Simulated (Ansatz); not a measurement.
# A thicker film of BaZrO3 (001), ZrO2 faces from four thinner ones

In a field along its normal an insulating film takes a dipole p. Written as a length, p/(ε₀AE), it should grow by 1 − 1/ε for each ångström added.

How it was computed: Ansatz 0.2.0, plane waves with PAW datasets (its set soft_2), PBE; perovskite films relaxed at a bulk in-plane lattice constant near the measured one, then held in weak fields of both signs with a dipole correction (A is the cell's area, E the outer field).

| run | distance between the outer atoms (Å) | p/(ε₀AE) (Å) |
| --- | --- | --- |
| 2 units | 8.347 | 8.897 |
| 3 units | 12.598 | 12.268 |
| 4 units | 16.846 | 15.640 |
| 5 units | 21.092 | 19.010 |
| 6 units | 25.343 | ? |

**Question.** What value belongs in the row marked “?”, and how far can the other rows tell?

A least-squares line through the 4 rows shown has slope 0.7935 and intercept 2.2728; no row lies more than 0.001 Å off it. That slope means ε = 1/(1 − 0.7935) = 4.84. At 25.343 it gives 0.7935 × 25.343 + 2.2728 = 22.382 Å, beyond the rows fitted. Rounding and scatter of the rows alone allow about ±0.002 Å there.

The run itself gives 22.384 Å: a miss of +0.002 Å, or 0.0 % of the value. The length is met to within 1 %, though ε is more sensitive than the length: the two thickest films give ε = 4.85.

**Limits.** This is the electronic response alone. A unit is one step of the cut along the normal (a plane, a pair of planes or a cell), and the layers relax along it, away from their bulk spacing where the functional's lattice constant differs from the one held.
